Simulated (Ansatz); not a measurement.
# RbNaLa2S4: complex band structure, part 2 of 3

Aim: relax a made-up compound, RbNaLa2S4, and see how good a tunnel barrier it would be. It is built by putting Rb for part of the Na in the NaLaS2 structure of space group I4_1/amd, with the volume rescaled by atomic radii. The parent structure comes from the Materials Project.

Ansatz 0.2.0; PBE DFT, plane waves, PAW files (the session's first sound run).

So far. Step 2 (Cell and atoms at rest): The largest force component on a free atom ends at 1.9e-4 eV/Å.

The structure was built from a prototype and need not be the compound's stable phase.

### 3. Band edges

The energy window and the wavevectors of the next steps follow from the band edges, so these are searched first, off the mesh as well.

input.yaml

```yaml
crystal:
  lattice:
    - [-2.9922419851, 2.9922419851, 6.334905273]
    - [2.9922419851, -2.9922419851, 6.334905273]
    - [2.9922419851, 2.9922419851, -6.334905273]
  atoms:
    - { symbol: Na, position: [0.0, 0.0, 0.0] }
    - { symbol: Rb, position: [0.75, 0.25, 0.5] }
    - { symbol: La, position: [0.25, 0.75, 0.5] }
    - { symbol: La, position: [0.5, 0.5, 0.0] }
    - { symbol: S, position: [0.4765024648, 0.9765024648, 0.5] }
    - { symbol: S, position: [0.0234975352, 0.5234975352, 0.5] }
    - { symbol: S, position: [0.7246658639, 0.7246658639, 0.0] }
    - { symbol: S, position: [0.2753341361, 0.2753341361, 0.0] }
kpoints:
  mp_grid: { grid: [6, 6, 6] }
  band_path: { path: [VBM, CBM], npoints: 30 }
scf:
  occupations: { method: fixed }
hamiltonian:
  xc: pbe
output:
  eigenvalues: true
  write_potential: true
  write_density: true
  volumetric_format: npy
  elf: true
```

The run is started by

```bash
$ ansatz run input.yaml --threads 2 --pin off --max-ram 4096MiB --backend cpu --events-out ev --progress --plain --runs-dir out
```

Numbers of over 12 decimals in the logs are rounded to 6 here.

What it wrote:

```text
[...]
Crystal: 8 atoms, lattice volume = 226.879 Å³
Basis set: ecut = 420 eV, 4437 PW (Γ)
Bands: 40, of which v1, the nominal top of the filled ones, is band 32 counted from 1 (31 counted from 0)
Symmetry: 8 space group operations
[...]
k-points: 30 of 216 (time reversal used)
[...]
SCF iter   1: F=—  HF=-20876.498285 eV  |F-HF|=—  |Δ(HF+E_count)|=         —  Δρ=1.06e-3  dr2=1.83e-3  ethr=1.77e-3  ⟨swp⟩=5.9  Hψ=4302  notcnv=0  defer=124
[...]
SCF iter   6: F=-20876.500130 eV  HF=-20876.500130 eV  |F-HF|=2.25e-8  |Δ(HF+E_count)|=   6.92e-7  Δρ=2.82e-6  dr2=2.59e-8  ethr=1.56e-10  ⟨swp⟩=14.7  Hψ=5835  notcnv=0
SCF 1 converged in 6 iterations: F = -20876.500130 eV  dr2 = 2.59e-8
[...]
NSCF: frozen V_eff on 30 k-points
[...]
SCF converged after 6 iterations
Free energy (F): -20876.500130 eV
[...]
Internal energy: -20876.500130 eV  (E = F + TS)
E sigma→0 (E₀):  -20876.500130 eV
Fermi energy:    5.170865 eV
[...]
--- Band table (eV; the first three rows and the last of 30) ---
  k-point 0: bands = [... 28 lower, 4.9595, 5.0608, 5.1709, 5.1709, 7.4688, 8.2710, 8.2710, 8.5209, ... 4 higher]
  k-point 1: bands = [... 28 lower, 4.6965, 4.7485, 4.9647, 5.1087, 7.9353, 8.2760, 8.3315, 8.4932, ... 4 higher]
  k-point 2: bands = [... 28 lower, 4.2927, 4.6676, 4.8287, 5.0123, 8.3505, 8.4048, 8.4518, 8.4941, ... 4 higher]
  k-point 29: bands = [... 28 lower, 4.9053, 4.9053, 5.1578, 5.1578, 7.8564, 7.9031, 7.9031, 8.1121, ... 4 higher]
```

The job ended after 12 s (2 threads of AMD EPYC 9R45, shared host; peak memory 0.67 GiB).

Reading the cycles: dr2 is the Hartree energy of the density residual (eV), the measure of convergence; HF is the Harris–Foulkes estimate of the energy, which meets the free energy F at convergence.

This step gave:

* free energy: -20876.5001 eV
* Fermi energy: 5.171 eV
* gap on the k-mesh: 2.298 eV
* gap on path: 2.298 eV, by band count; negative where bands overlap
* direct gap on path: 2.298 eV
* edge places on path: 0, 0 1/A along the path

Levels at VBM (eV): -1.53, -1.26, -1.26, -1.15, -0.92, -0.81, -0.81, -0.21, -0.21, -0.11, 0.00, 0.00, 2.30, 3.10, 3.10, 3.35, 3.36, 3.38, 3.43, 3.43.

ELF in the ac plane of the conventional cell at fractional y = 0.000, with atoms of Na and Rb and La and S within 0.2 Å of it. It is the smooth field of the valence electrons, not physical close to the nuclei.

Values, 13 rows by 16 columns, each cell a mean:
```
0.41 0.38 0.12 0.05 0.44 0.71 0.79 0.79 0.77 0.79 0.76 0.60 0.18 0.04 0.27 0.42
0.23 0.20 0.13 0.04 0.04 0.10 0.19 0.26 0.27 0.23 0.14 0.07 0.03 0.09 0.18 0.23
0.80 0.80 0.69 0.29 0.09 0.48 0.77 0.71 0.67 0.78 0.67 0.21 0.13 0.55 0.77 0.80
0.27 0.68 0.85 0.55 0.14 0.56 0.82 0.59 0.47 0.75 0.75 0.26 0.30 0.78 0.82 0.42
0.65 0.66 0.61 0.41 0.09 0.09 0.27 0.39 0.41 0.34 0.17 0.05 0.24 0.55 0.65 0.66
0.61 0.61 0.44 0.14 0.13 0.42 0.60 0.65 0.66 0.63 0.52 0.24 0.09 0.31 0.56 0.62
0.23 0.64 0.79 0.37 0.35 0.78 0.81 0.47 0.34 0.70 0.84 0.58 0.23 0.65 0.78 0.38
0.57 0.50 0.31 0.12 0.28 0.63 0.76 0.72 0.68 0.75 0.71 0.46 0.13 0.20 0.43 0.55
0.68 0.72 0.67 0.42 0.12 0.18 0.40 0.53 0.55 0.47 0.28 0.11 0.27 0.59 0.71 0.69
0.30 0.67 0.83 0.57 0.23 0.63 0.78 0.41 0.28 0.65 0.78 0.35 0.35 0.77 0.80 0.44
0.78 0.74 0.60 0.27 0.10 0.34 0.61 0.64 0.61 0.64 0.49 0.17 0.14 0.47 0.70 0.77
0.15 0.11 0.07 0.10 0.31 0.49 0.58 0.63 0.64 0.61 0.54 0.40 0.18 0.06 0.09 0.14
0.43 0.45 0.14 0.11 0.65 0.83 0.80 0.43 0.29 0.68 0.85 0.77 0.33 0.06 0.34 0.47
```
Columns run along a (6.0 Å), rows up along c (12.7 Å), edges of the conventional cell, whose origin can differ from the input's. Atoms in or near the plane, at fractional coordinates: Na at (0.00, 0.00), Rb at (0.50, 0.75), La at (0.50, 0.25), La at (0.00, 0.50), S at (0.50, 0.48), S at (0.50, 0.02), S at (0.00, 0.72), S at (0.00, 0.28).

Valence density in the ac plane of the conventional cell at fractional y = 0.000, with atoms of Na and Rb and La and S within 0.2 Å of it. It is the smooth field of the valence electrons, not physical close to the nuclei.

Ten steps, logarithmic in the rise over the least value, from '0' (0 e/Å³) to '9' (15 e/Å³), each cell a mean:
```
96200134443210148
21000012221100002
00000000000000000
00000001211000000
32110134553200122
44321245555311244
24421245555311343
44321123443101244
32110001110000123
22100000110000122
54310122332111244
55421234444212455
55421244234322355
44211234443211234
22100112322100112
33210012221101123
44321134544211344
24421345555322343
44311245555311234
21100124443200112
00000012221000000
00000123332100000
53001234444210014
97201244234310159
```
Columns run along a (6.0 Å), rows up along c (12.7 Å), edges of the conventional cell, whose origin can differ from the input's. Atoms in or near the plane, at fractional coordinates: Na at (0.00, 0.00), Rb at (0.50, 0.75), La at (0.50, 0.25), La at (0.00, 0.50), S at (0.50, 0.48), S at (0.50, 0.02), S at (0.00, 0.72), S at (0.00, 0.28).

Electrostatic potential energy in the ac plane of the conventional cell at fractional y = 0.000, with atoms of Na and Rb and La and S within 0.2 Å of it. With pseudopotentials it is smooth inside the atoms' cores, unlike the true potential.

Ten even steps from '_' (-42 eV) to '@' (10 eV), each cell a mean:
```
..--%%@@@@@@%%++--==##@@@@@@%%**..
%%%%@@@@@@@@@@@@@@@@@@@@@@@@@@%%%%
@@@@@@@@@@@@@@@@@@@@@@@@@@@@@@@@@@
@@@@@@@@@@@@@@@@%%%%@@@@@@@@@@@@@@
%%@@@@@@@@@@##==::--**%%@@@@@@@@%%
::==##@@@@%%==______..##@@@@%%++--
==::**@@@@%%++______::##@@@@%%----
--==%%@@@@@@%%**++++##@@@@@@@@**--
%%%%@@@@@@@@@@@@@@@@@@@@@@@@@@@@%%
##%%%%@@@@@@@@@@@@@@@@@@@@@@@@%%##
..::++%%@@@@@@%%%%%%@@@@@@%%##==..
++__::##%%@@##--::--++%%@@%%==__--
::__--##@@@@++::==----%%@@%%++....
--==##%%@@@@%%==----**@@@@@@%%++--
%%%%@@@@@@@@@@@@%%%%@@@@@@@@@@%%%%
##%%@@@@@@@@%%%%####%%@@@@@@@@%%##
::--##@@@@%%++::....==##%%@@%%==::
--::**@@%%##::__++::__++%%@@%%----
==++%%@@@@##--__::....++%%@@@@##==
@@@@@@@@@@%%##==----**%%@@@@@@@@@@
@@@@@@@@@@@@@@%%%%%%@@@@@@@@@@@@@@
@@@@@@@@@@@@@@%%####%%@@@@@@@@@@@@
**##@@@@@@@@##--::::++%%@@@@@@%%**
__::##@@@@@@++::--::--%%@@@@%%++__
```
Columns run along a (6.0 Å; values clipped at the 3rd and 97th percentile), rows up along c (12.7 Å), edges of the conventional cell, whose origin can differ from the input's. Atoms in or near the plane, at fractional coordinates: Na at (0.00, 0.00), Rb at (0.50, 0.75), La at (0.50, 0.25), La at (0.00, 0.50), S at (0.50, 0.48), S at (0.50, 0.02), S at (0.00, 0.72), S at (0.00, 0.28).

The searched edges give 2.30 eV, as on the mesh.

### 4. Decaying states in the gap

This step: PBE DFT, plane waves, PAW files; complex bands by layer matching along the plane's normal (Ansatz 0.2.0).

The same crystal is laid in a cell whose first two vectors span the (001) plane (indices of the standard conventional cell, whose axes can be ordered otherwise than in the bulk input). At fixed energy and wavevector in the plane the solver finds all kz, real and complex. A few wavevectors are listed, (0, 0) and (0.5, 0) in units of the plane's reciprocal vectors; the slowest state needn't be among them.

input.yaml

```yaml
crystal:
  lattice:
    - [5.98448397, 0.0, 0.0]
    - [0.0, 5.98448397, 0.0]
    - [2.992241985, 2.992241985, 6.334905273]
  atoms:
    - { symbol: Na, position: [0.0, 0.0, 0.0] }
    - { symbol: Rb, position: [0.75, 0.25, 0.5] }
    - { symbol: La, position: [0.25, 0.75, 0.5] }
    - { symbol: La, position: [0.5, 0.5, 0.0] }
    - { symbol: S, position: [0.0234975352, 0.5234975352, 0.9530049296] }
    - { symbol: S, position: [0.4765024648, 0.9765024648, 0.0469950704] }
    - { symbol: S, position: [0.2753341361, 0.2753341361, 0.4493317278] }
    - { symbol: S, position: [0.7246658639, 0.7246658639, 0.5506682722] }
kpoints:
  mp_grid: { grid: [4, 4, 4] }
scf:
  occupations: { method: fixed }
hamiltonian:
  xc: pbe
output:
  eigenvalues: true
  transmission:
    leads: [[0, 0]]
    kpoints: [[0.0, 0.0], [0.5, 0.0]]
    e_range: [-1.0, 3.3]
    de: 0.09
```

What it wrote:

```text
[...]
Crystal: 8 atoms, lattice volume = 226.879 Å³
Basis set: ecut = 420 eV, 4437 PW (Γ)
Bands: 40, of which v1, the nominal top of the filled ones, is band 32 counted from 1 (31 counted from 0)
Symmetry: 8 space group operations
[...]
k-points: 13 of 64 (time reversal used)
[...]
SCF iter   1: F=—  HF=-20876.497331 eV  |F-HF|=—  |Δ(HF+E_count)|=         —  Δρ=1.05e-3  dr2=1.78e-3  ethr=1.77e-3  ⟨swp⟩=5.7  Hψ=1854  notcnv=0  defer=50
[...]
SCF iter   6: F=-20876.497811 eV  HF=-20876.497811 eV  |F-HF|=1.76e-8  |Δ(HF+E_count)|=   4.62e-7  Δρ=3.28e-6  dr2=3.66e-8  ethr=1.56e-10  ⟨swp⟩=14.3  Hψ=2517  notcnv=0
SCF 1 converged in 6 iterations: F = -20876.497811 eV  dr2 = 3.66e-8
[...]
transmission: 10 of 20 steps passed
transmission: 20 of 20 steps passed
SCF converged after 6 iterations
Free energy (F): -20876.497811 eV
[...]
Internal energy: -20876.497811 eV  (E = F + TS)
E sigma→0 (E₀):  -20876.497811 eV
Fermi energy:    5.171126 eV
[...]
--- Band table (eV; the first three rows and the last of 13) ---
  k-point 0: bands = [... 28 lower, 4.9599, 5.0611, 5.1711, 5.1711, 7.4688, 8.2714, 8.2714, 8.5216, ... 4 higher]
  k-point 1: bands = [... 28 lower, 4.9302, 4.9302, 5.1650, 5.1650, 7.6004, 8.0976, 8.0976, 8.3961, ... 4 higher]
  k-point 2: bands = [... 28 lower, 4.9057, 4.9057, 5.1580, 5.1580, 7.8564, 7.9033, 7.9033, 8.1122, ... 4 higher]
  k-point 12: bands = [... 28 lower, 4.6636, 4.6645, 4.7614, 4.9783, 8.4357, 8.4598, 8.4685, 8.5145, ... 4 higher]
--- Transmission ---
  basis      : 317 plane waves across, 10 finite elements along
  points     : 2, as listed
  energies   : 48 from -1.000000 to 3.230000 eV about the Fermi level, 0.090000 eV apart; the leads are filled to 1.148814 eV, and channels, transmission and decay are at 1.160000 eV
  crystal 0  : S4Na1La2Rb1, at the sites [0, 0], period 6.3349 Å: whole cells are its period
    offset         : up to 0.0000 Å between an atom of the period and one for which it stands
    channels       : 0.000000e0 a spin
    conductance    : none, the energies end too early or step too widely for 300 K: set another output.transmission.e_range or a lower de, or, where they end at an eighth of basis.ecutwfc, a higher one
    slowest decay  : 0.2509 /Å at (0.0000, 0.0000)
```

Run time: 36 s. Hardware: 2 threads; peak memory 1.2 GiB.

This step gave:

| Quantity | Value |
| --- | --- |
| free energy | -20876.4978 eV |
| level to which the leads are filled | 1.149 eV from the Fermi level |
| decay constant at the filling level, zone centre | 0.2509 Å⁻¹ |
| decay constant at the filling level, slowest listed point | 0.2509 Å⁻¹ |

K parallel (0, 0); values up to 1.5 1/Å, a degenerate pair printed once or twice; energies at which all values exceed this have no row. Im kz of the slowest decaying states against energy, zero at the highest filled level on the SCF mesh:

| energy (eV) | decay 1 (Å⁻¹) | decay 2 (Å⁻¹) | decay 3 (Å⁻¹) | decay 4 (Å⁻¹) |
| --- | --- | --- | --- | --- |
| -1.00 | 0.0634 | 0.160 | 0.224 | 0.411 |
| -0.82 | 0.155 | 0.416 | 0.529 | 0.657 |
| -0.64 | 0.128 | 0.424 | 0.462 | 0.626 |
| -0.46 | 0.434 | 0.448 | 0.591 | 0.983 |
| -0.28 | 0.0665 | 0.133 | 0.180 | 0.443 |
| -0.19 | 0.156 | 0.168 | 0.447 | 0.487 |
| -0.01 | 0.0991 | 0.215 | 0.330 | 0.444 |
| 0.17 | 0.155 | 0.251 | 0.460 | 0.486 |
| 0.35 | 0.188 | 0.277 | 0.465 | 0.493 |
| 0.53 | 0.210 | 0.296 | 0.468 | 0.493 |
| 0.71 | 0.226 | 0.311 | 0.471 | 0.487 |
| 0.89 | 0.239 | 0.322 | 0.472 | 0.478 |
| 1.07 | 0.247 | 0.331 | 0.466 | 0.472 |
| 1.16 | 0.251 | 0.335 | 0.459 | 0.472 |
| 1.34 | 0.256 | 0.340 | 0.443 | 0.471 |
| 1.52 | 0.259 | 0.344 | 0.424 | 0.469 |
| 1.70 | 0.260 | 0.347 | 0.402 | 0.467 |
| 1.88 | 0.259 | 0.348 | 0.375 | 0.417 |
| 2.06 | 0.256 | 0.319 | 0.344 | 0.348 |
| 2.24 | 0.160 | 0.251 | 0.305 | 0.347 |
| 2.42 | 0.245 | 0.253 | 0.346 | 0.452 |
| 2.51 | 0.219 | 0.219 | 0.240 | 0.344 |
| 2.69 | 0.0203 | 0.101 | 0.229 | 0.341 |
| 2.87 | 0.0653 | 0.215 | 0.338 | 0.442 |
| 3.05 | 0.194 | 0.335 | 0.445 | 0.470 |
| 3.23 | 0.158 | 0.209 | 0.336 | 0.451 |

K parallel (0.5, 0); values up to 1.5 1/Å, a degenerate pair printed once or twice; energies at which all values exceed this have no row. Im kz of the slowest decaying states against energy, zero at the highest filled level on the SCF mesh:

| energy (eV) | decay 1 (Å⁻¹) | decay 2 (Å⁻¹) | decay 3 (Å⁻¹) | decay 4 (Å⁻¹) |
| --- | --- | --- | --- | --- |
| -1.00 | 0.0327 | 0.0490 | 0.307 | 0.652 |
| -0.82 | 0.122 | 0.473 | 0.648 | 0.769 |
| -0.55 | 0.302 | 0.460 | 0.530 | 0.728 |
| -0.37 | 0.127 | 0.147 | 0.702 | 0.764 |
| -0.19 | 0.101 | 0.194 | 0.212 | 0.729 |
| -0.01 | 0.203 | 0.243 | 0.383 | 0.740 |
| 0.08 | 0.229 | 0.258 | 0.413 | 0.742 |
| 0.26 | 0.268 | 0.281 | 0.447 | 0.745 |
| 0.44 | 0.297 | 0.298 | 0.463 | 0.744 |
| 0.71 | 0.317 | 0.328 | 0.473 | 0.739 |
| 0.89 | 0.327 | 0.344 | 0.472 | 0.733 |
| 1.16 | 0.338 | 0.363 | 0.464 | 0.722 |
| 1.34 | 0.344 | 0.372 | 0.454 | 0.713 |
| 1.52 | 0.348 | 0.380 | 0.442 | 0.686 |
| 1.79 | 0.352 | 0.388 | 0.417 | 0.648 |
| 1.97 | 0.354 | 0.392 | 0.396 | 0.625 |
| 2.15 | 0.355 | 0.371 | 0.395 | 0.601 |
| 2.42 | 0.321 | 0.355 | 0.399 | 0.560 |
| 2.60 | 0.273 | 0.354 | 0.406 | 0.525 |
| 2.78 | 0.197 | 0.352 | 0.448 | 0.662 |
| 3.05 | 0.0864 | 0.339 | 0.418 | 0.627 |
| 3.23 | 0.175 | 0.448 | 0.574 | 0.733 |

At the listed wavevectors the last open channel is at -0.01 eV and the next at +2.33 eV on the grid. At +1.16 eV, the grid energy nearest the filling level (the middle of the gap on the SCF mesh), the slowest state at the listed wavevectors decays with κ = 0.251 Å⁻¹, its amplitude falling by e over 4.0 Å. Through 1 nm of this crystal that state's transmission falls by exp(−2 × 0.251 Å⁻¹ × 10 Å) = 0.0066.

### 5. Decay over the two-dimensional zone

The listed points could miss the slowest state, so one energy near mid-gap is solved on a mesh of 6×6.

Changes to input.yaml since step 4:

```diff
@@ -22,6 +22,2 @@
   eigenvalues: true
-  transmission:
-    leads: [[0, 0]]
-    kpoints: [[0.0, 0.0], [0.5, 0.0]]
-    e_range: [-1.0, 3.3]
-    de: 0.09
+  transmission: { leads: [[0, 0]], kmesh: [6, 6], e_range: [1.15, 1.16], de: 0.05 }
```

What it wrote:

```text
[...]
Crystal: 8 atoms, lattice volume = 226.879 Å³
Basis set: ecut = 420 eV, 4437 PW (Γ)
Bands: 40, of which v1, the nominal top of the filled ones, is band 32 counted from 1 (31 counted from 0)
Symmetry: 8 space group operations
[...]
k-points: 13 of 64 (time reversal used)
[...]
SCF iter   1: F=—  HF=-20876.497331 eV  |F-HF|=—  |Δ(HF+E_count)|=         —  Δρ=1.05e-3  dr2=1.78e-3  ethr=1.77e-3  ⟨swp⟩=5.7  Hψ=1854  notcnv=0  defer=50
[...]
SCF iter   6: F=-20876.497811 eV  HF=-20876.497811 eV  |F-HF|=1.76e-8  |Δ(HF+E_count)|=   4.62e-7  Δρ=3.28e-6  dr2=3.66e-8  ethr=1.56e-10  ⟨swp⟩=14.3  Hψ=2517  notcnv=0
SCF 1 converged in 6 iterations: F = -20876.497811 eV  dr2 = 3.66e-8
[...]
transmission: 20 of 160 steps passed
transmission: 40 of 160 steps passed
[...]
transmission: 160 of 160 steps passed
SCF converged after 6 iterations
Free energy (F): -20876.497811 eV
[...]
Internal energy: -20876.497811 eV  (E = F + TS)
E sigma→0 (E₀):  -20876.497811 eV
Fermi energy:    5.171126 eV
[...]
--- Band table (eV; the first three rows and the last of 13) ---
  k-point 0: bands = [... 28 lower, 4.9599, 5.0611, 5.1711, 5.1711, 7.4688, 8.2714, 8.2714, 8.5216, ... 4 higher]
  k-point 1: bands = [... 28 lower, 4.9302, 4.9302, 5.1650, 5.1650, 7.6004, 8.0976, 8.0976, 8.3961, ... 4 higher]
  k-point 2: bands = [... 28 lower, 4.9057, 4.9057, 5.1580, 5.1580, 7.8564, 7.9033, 7.9033, 8.1122, ... 4 higher]
  k-point 12: bands = [... 28 lower, 4.6636, 4.6645, 4.7614, 4.9783, 8.4357, 8.4598, 8.4685, 8.5145, ... 4 higher]
--- Transmission ---
  basis      : 317 plane waves across, 10 finite elements along
  points     : 16, standing for a mesh of 6 x 6
  energies   : 1 from 1.150000 to 1.150000 eV about the Fermi level; the leads are filled to 1.148814 eV, and channels, transmission and decay are at 1.150000 eV
[...]
channels       : 0.000000e0 a spin
    conductance    : none, crystal 0 has no channel at the energies, or these end too early or step too widely for 300 K: set another output.transmission.e_range or a lower de, or, where they end at an eighth of basis.ecutwfc, a higher one
    slowest decay  : 0.2506 /Å at (0.0000, 0.0000)
```

It took 22 s on 2 threads; peak memory 1.2 GiB; 43 s of CPU time.

This step gave:

```yaml
least_decay_constant_on_the_mesh: 0.2506 Å⁻¹
```

Slowest decay constant (1/Å; 0 where a channel is open) over k1 and k2. At 1.1500 eV from the Fermi level.

Ten even steps from '_' (0.251) to '@' (0.358):
```
@@@@%%**%%@@
@@%%==::==%%
%%**::__::**
@@%%==::==%%
@@@@%%**%%@@
%%@@@@%%@@@@
```
Columns: k1 (b1) from -0.5 to 0.333; rows upwards: k2 (b2) from -0.5 to 0.333.

The least value on the mesh is 0.251 Å⁻¹ at +1.15 eV. At that energy the listed points give about 0.251 Å⁻¹ by interpolation, so the mesh holds no clearly slower state.

### 6. Band edges at another level

This step: LDA DFT, plane waves, PAW files (Ansatz 0.2.0).

The edges again with LDA, at the same atoms.

input.yaml

```yaml
crystal:
  lattice:
    - [-2.9922419851, 2.9922419851, 6.334905273]
    - [2.9922419851, -2.9922419851, 6.334905273]
    - [2.9922419851, 2.9922419851, -6.334905273]
  atoms:
    - { symbol: Na, position: [0.0, 0.0, 0.0] }
    - { symbol: Rb, position: [0.75, 0.25, 0.5] }
    - { symbol: La, position: [0.25, 0.75, 0.5] }
    - { symbol: La, position: [0.5, 0.5, 0.0] }
    - { symbol: S, position: [0.4765024648, 0.9765024648, 0.5] }
    - { symbol: S, position: [0.0234975352, 0.5234975352, 0.5] }
    - { symbol: S, position: [0.7246658639, 0.7246658639, 0.0] }
    - { symbol: S, position: [0.2753341361, 0.2753341361, 0.0] }
kpoints:
  mp_grid: { grid: [6, 6, 6] }
  band_path: { path: [VBM, CBM], npoints: 30 }
scf:
  occupations: { method: fixed }
hamiltonian:
  xc: lda
output:
  eigenvalues: true
```

What it wrote:

```text
[...]
Crystal: 8 atoms, lattice volume = 226.879 Å³
Basis set: ecut = 420 eV, 4437 PW (Γ)
Bands: 40, of which v1, the nominal top of the filled ones, is band 32 counted from 1 (31 counted from 0)
Symmetry: 8 space group operations
[...]
k-points: 30 of 216 (time reversal used)
[...]
SCF iter   1: F=—  HF=-20282.057084 eV  |F-HF|=—  |Δ(HF+E_count)|=         —  Δρ=6.22e-3  dr2=1.17e-1  ethr=1.77e-3  ⟨swp⟩=5.6  Hψ=4079  notcnv=0  defer=121
[...]
SCF iter   7: F=-20282.028307 eV  HF=-20282.028307 eV  |F-HF|=3.98e-9  |Δ(HF+E_count)|=   1.05e-7  Δρ=2.36e-6  dr2=2.13e-8  ethr=1.56e-10  ⟨swp⟩=15.1  Hψ=6092  notcnv=0
SCF 1 converged in 7 iterations: F = -20282.028307 eV  dr2 = 2.13e-8
[...]
SCF converged after 7 iterations
Free energy (F): -20282.028307 eV
[...]
Internal energy: -20282.028307 eV  (E = F + TS)
E sigma→0 (E₀):  -20282.028307 eV
Fermi energy:    4.908958 eV
[...]
--- Band table (eV; the first three rows and the last of 30) ---
  k-point 0: bands = [... 28 lower, 4.7125, 4.8130, 4.9090, 4.9090, 7.0424, 7.9104, 7.9104, 8.1397, ... 4 higher]
  k-point 1: bands = [... 28 lower, 4.4439, 4.4645, 4.7036, 4.8540, 7.5296, 7.9121, 7.9688, 8.1320, ... 4 higher]
  k-point 2: bands = [... 28 lower, 4.0139, 4.3950, 4.5728, 4.7565, 7.9816, 8.0377, 8.0858, 8.1335, ... 4 higher]
  k-point 29: bands = [... 28 lower, 4.6553, 4.6553, 4.8941, 4.8941, 7.4352, 7.5197, 7.5197, 7.7157, ... 4 higher]
```

The job ended after 12 s (2 threads; peak memory 0.63 GiB).

Numbers from this step:

| Property | Result |
| --- | --- |
| free energy | -20282.0283 eV |
| Fermi energy | 4.909 eV |
| gap on the k-mesh | 2.133 eV |
| gap on path | 2.133 eV, by band count; negative where bands overlap |
| direct gap on path | 2.133 eV |

Levels at VBM (eV): -1.54, -1.28, -1.28, -1.16, -0.93, -0.82, -0.82, -0.20, -0.20, -0.10, 0.00, 0.00, 2.13, 3.00, 3.00, 3.23, 3.25, 3.29, 3.33, 3.33.

The searched edges give 2.13 eV, as on the mesh.

For the gap on path, step 3 gave 2.30 eV; this run, with LDA, gives 2.13 eV.

(Part 2 of 3 ends here.)

[Logs are printed without paths, hosts, clocks, repeated set-up lines and the standing remarks that a program may print on its own settings, such as how far it seeks lower states.]

[Hosts, paths, dates, database ids (printed as entryN), source tags and the programs' standing remarks are cut or masked in the printed files.]
